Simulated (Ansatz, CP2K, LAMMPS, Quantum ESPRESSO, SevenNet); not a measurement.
# Amorphous 88HfO2-12La2O3 (mol %) (81 atoms): one relaxed cell, several methods

Aim: relax amorphous 88HfO2-12La2O3 (mol %) (81 atoms), then compare forces, pressure and levels from several programs at that geometry.

All numbers are calculated, not measured.

### 1. Set-up

The cell holds 81 atoms (22 Hf, 6 La and 53 O), with edges of 10.60, 10.60 and 10.60 Å. Recipe: 81 atoms (22 Zr, 6 Nd, 53 O) placed at random at 5.19 g/cm³, melted at 5000 K for 10 ps at fixed volume with the Morse and Coulomb pair potential with partial charges (Pedone, Malavasi, Menziani, Cormack and Segre, J. Phys. Chem. B 110, 11780 (2006)). Quenched from 5000 K to 300 K at 50 K/ps and fixed volume, held 5 ps, then minimised at fixed cell. Then Zr was replaced by Hf, Nd was replaced by La (the potential has no terms for the new elements, so the cell is a start for a DFT relaxation). Then the atoms were relaxed with SevenNet 0 in the fixed cell. Then the atoms were relaxed with CP2K double zeta, PBE.

### 2. The relaxation

CP2K double zeta (DZVP-MOLOPT-SR, GTH-PBE potentials, 480 Ry; k-points Γ) took 16 geometry steps and reached its thresholds. It started from the geometry that SevenNet 0 had relaxed.

It took 25 min on 4 MPI ranks of Arm Neoverse V1, shared host; peak memory 4.6 GiB; 1.6 h of CPU time.

```
                                 before           after
      energy (meV/atom)               0            -3.7
Hf-O bonds under 2.82 Å  133 at 2.144 Å  133 at 2.140 Å
La-O bonds under 3.19 Å   43 at 2.581 Å   43 at 2.593 Å
```

Atoms moved by 0.03 Å r.m.s. and 0.08 Å at most, with the common shift taken off.

### 3. Structure of the relaxed cell

Density 7.83 g/cm³, 14.68 Å³ an atom.

g(r), total and by pair (bins of 0.2 Å):

```
r (Å)  total   O-O  O-Hf  O-La  Hf-Hf  Hf-La  La-La
 1.90   0.41  0.00  1.15  0.00   0.00   0.00   0.00
 2.10   2.91  0.00  8.16  0.00   0.00   0.00   0.00
 2.30   1.03  0.00  2.44  1.65   0.00   0.00   0.00
 2.50   0.73  0.73  0.06  4.09   0.00   0.00   0.00
 2.70   1.23  2.12  0.11  2.92   0.00   0.00   0.00
 2.90   0.95  2.04  0.05  0.56   0.00   0.00   0.00
 3.10   1.09  2.29  0.04  0.47   0.61   0.00   0.00
 3.30   0.82  1.21  0.11  0.82   1.77   1.29   0.00
 3.50   0.88  0.91  0.43  0.36   3.04   2.01   0.00
 3.70   0.91  0.66  0.74  0.43   1.71   4.53   2.00
 3.90   0.91  0.60  0.99  0.59   2.42   1.44   1.75
 4.10   1.07  1.02  1.09  0.80   1.64   0.85   3.13
 4.30   0.95  0.81  1.21  0.88   0.42   1.19   1.44
 4.50   0.96  0.66  1.38  0.96   0.10   1.96   1.34
 4.70   1.08  0.59  1.84  1.35   0.17   0.49   1.23
 4.90   1.07  0.88  1.29  1.69   0.73   0.44   0.00
 5.10   1.01  0.90  1.23  1.19   0.67   0.54   0.00
```

Bonds by pair of elements; cutoffs follow the first minimum of g(r), held within bounds set by covalent radii, and pairs that aren't listed don't count as bonded:

```
pair A-B  cutoff (Å)  bonds  mean length (Å)  spread (Å)  shortest (Å)  B about A  A about B
    O-Hf        2.82    133             2.14        0.13          1.93       2.51       6.04
    O-La        3.19     43             2.59       0.199          2.24      0.811       7.17
```

How many atoms have how many bonded neighbours:

```
element  mean  2   3   4  5   6  7  8
     Hf  6.04  0   0   0  1  19  2  0
     La  7.17  0   0   0  0   2  1  3
      O  3.32  2  32  19  0   0  0  0
```

Bond angles, per cent of each kind in bins of 5°:

```
angle (°)  O-Hf-O  O-La-O  Hf-O-Hf  Hf-O-La  La-O-La
    50–55     0.0     0.7      0.0      0.0      0.0
    55–60     0.0     0.7      0.0      0.0      0.0
    60–65     0.0    12.6      0.0      0.0      0.0
    65–70     2.7    12.6      0.0      0.0      0.0
    70–75     9.5    10.4      0.0      0.0      0.0
    75–80    10.4     2.2      1.8      0.0      0.0
    80–85     9.2     3.7      0.9      2.3      0.0
    85–90    10.4     4.4      0.0     12.5     25.0
    90–95    11.9     4.4      2.7      4.5      8.3
   95–100     8.0     3.0      9.8     15.9      8.3
  100–105     4.8     4.4     19.6     20.5     33.3
  105–110     3.9     3.0     15.2     12.5      0.0
  110–115     2.4     3.7      5.4      2.3      8.3
  115–120     1.8     3.7      1.8      4.5     16.7
  120–125     2.1     5.9      5.4      3.4      0.0
  125–130     2.7     5.2      9.8      4.5      0.0
  130–135     1.2     4.4      6.2      2.3      0.0
  135–140     1.8     3.0      6.2      5.7      0.0
  140–145     1.8     4.4      6.2      5.7      0.0
  145–150     2.1     2.2      3.6      1.1      0.0
  150–155     3.6     1.5      3.6      2.3      0.0
  155–160     3.3     1.5      0.9      0.0      0.0
  160–165     2.4     0.7      0.0      0.0      0.0
  165–170     1.5     1.5      0.9      0.0      0.0
  170–175     2.7     0.0      0.0      0.0      0.0
  175–180     0.3     0.0      0.0      0.0      0.0
```

Bond angles (no mean is given where the spread exceeds 20°):

```
  angle  count  mean (°)  spread (°)
 O-Hf-O    337         -           -
 O-La-O    135         -           -
Hf-O-Hf    112       117        18.9
Hf-O-La     88       109        17.9
La-O-La     12       101        10.4
```

Bond length by coordination (bonds to H left out):

```
element  coordination  atoms  mean bond length (Å)
     Hf             5      1                  2.07
     Hf             6     19                  2.13
     Hf             7      2                  2.21
     La             6      2                  2.48
     La             7      1                  2.62
     La             8      3                  2.64
      O             2      2                  1.99
      O             3     32                  2.18
      O             4     19                  2.35
```

For some of the pairs, g(r) has its first main peak near 2.1 Å (O-Hf), 2.5 Å (O-La), 3.4 Å (Hf-Hf) and 3.6 Å (Hf-La). Counting bonds as in the table, 86 % of Hf atoms have 6, 50 % of La atoms have 8 and 60 % of O atoms have 3 bonded neighbours.

### 4. The plane-wave reference

Quantum ESPRESSO 7.5: Kohn-Sham DFT, PBE, SSSP efficiency 1.3.0 pseudopotentials, plane waves. Its input for the relaxed cell:

```
&control
  calculation = 'scf'
  pseudo_dir = './pseudo'
  outdir = './tmp'
  disk_io = 'none'
  tprnfor = .true.
  tstress = .true.
/
&system
  ibrav = 0
  nat = 81
  ntyp = 3
  ecutwfc = 60
  ecutrho = 480
  nosym = .true.
  occupations = 'smearing'
  smearing = 'fd'
  degauss = 0.003675
/
&electrons
  conv_thr = 4.0e-07
  electron_maxstep = 100
  mixing_beta = 0.4
  mixing_mode = 'plain'
  diagonalization = 'david'
/
ATOMIC_SPECIES
Hf 178.490 Hf.upf
La 138.905 La.upf
O 15.999 O.upf
CELL_PARAMETERS angstrom
10.59520 0.00000 0.00000
0.00000 10.59520 0.00000
0.00000 0.00000 10.59520
ATOMIC_POSITIONS crystal
Hf 0.90906 0.33972 0.45058
Hf 0.71323 0.25350 0.67017
Hf 0.24779 0.25566 0.99123
[... 76 atom lines left out ...]
O 0.13902 0.09644 0.06198
O 0.58954 0.38062 0.75600
K_POINTS gamma
```

It took 5.7 min on 4 MPI ranks of Arm Neoverse V1, shared host; peak memory 7.6 GiB.

### 5. All levels at this geometry

CPU times are from a shared host and are rough.

| level | basis or training data | k-points | own r.m.s. force (meV/Å) | difference from the reference (meV/Å) | pressure (GPa) | Kohn-Sham gap (eV) | CPU time | memory (GiB) |
| --- | --- | --- | --- | --- | --- | --- | --- | --- |
| QE, PBE | plane waves, SSSP efficiency, 60/480 Ry | Γ | 143 | - | -4.07 | 3.89 | 23 min | 7.6 |
| SevenNet 0 | trained on PBE(+U) plane-wave data | - | 155 | 71 | -4.37 | - | 7.5 s | 0.9 |

The gap is the spacing of the highest filled and lowest empty Kohn-Sham level on the mesh; a dash marks partly filled levels, a spacing under 0.15 eV or a method without such levels.

### 6. Findings

Relaxation in the fixed cell lowers the energy by 4 meV/atom at its own level and moves atoms by up to 0.08 Å. The reference finds an r.m.s. force of 143 meV/Å there and a pressure of -4.07 GPa, at a geometry that CP2K double zeta made. Forces differ from the reference's by 71 meV/Å (SevenNet 0).

CP2K double zeta is at its own minimum here, so the reference's force is itself a measure of how the two differ. Pressures lie -0.3 GPa (SevenNet 0) from the reference's. The highest filled and lowest empty levels lie 3.89 eV apart in the reference. Counting bonds as in the table, 86 % of Hf atoms have 6, 50 % of La atoms have 8 and 60 % of O atoms have 3 bonded neighbours.

Caveats: The density was set by the recipe and held. One sample of a disordered cell; defect or tail levels can set the gap. Gaps are read on the mesh, which holds the band edges only if they fold onto it, and semilocal functionals tend to put them under measured ones. The quench rate of 50 K/ps is many orders above laboratory rates, so the cell is likely richer in defects and strain than a real sample. The reference samples only Γ, in a cell whose shortest periodic width is 11 Å. Spin–orbit coupling is left out, which matters for the levels of the heavy elements. The plane-wave runs aren't exact: their cutoffs and mesh weren't converged further here. Where levels are smeared, the DFT runs use Fermi–Dirac occupations at 580 K (0.05 eV), and energies are free energies.

[Logs are printed without paths, hosts, clocks, repeated set-up lines and the standing remarks that a program may print on its own settings, such as how far it seeks lower states.]

[Hosts, paths, dates, database ids (printed as entryN), source tags and the programs' standing remarks are cut or masked in the printed files.]
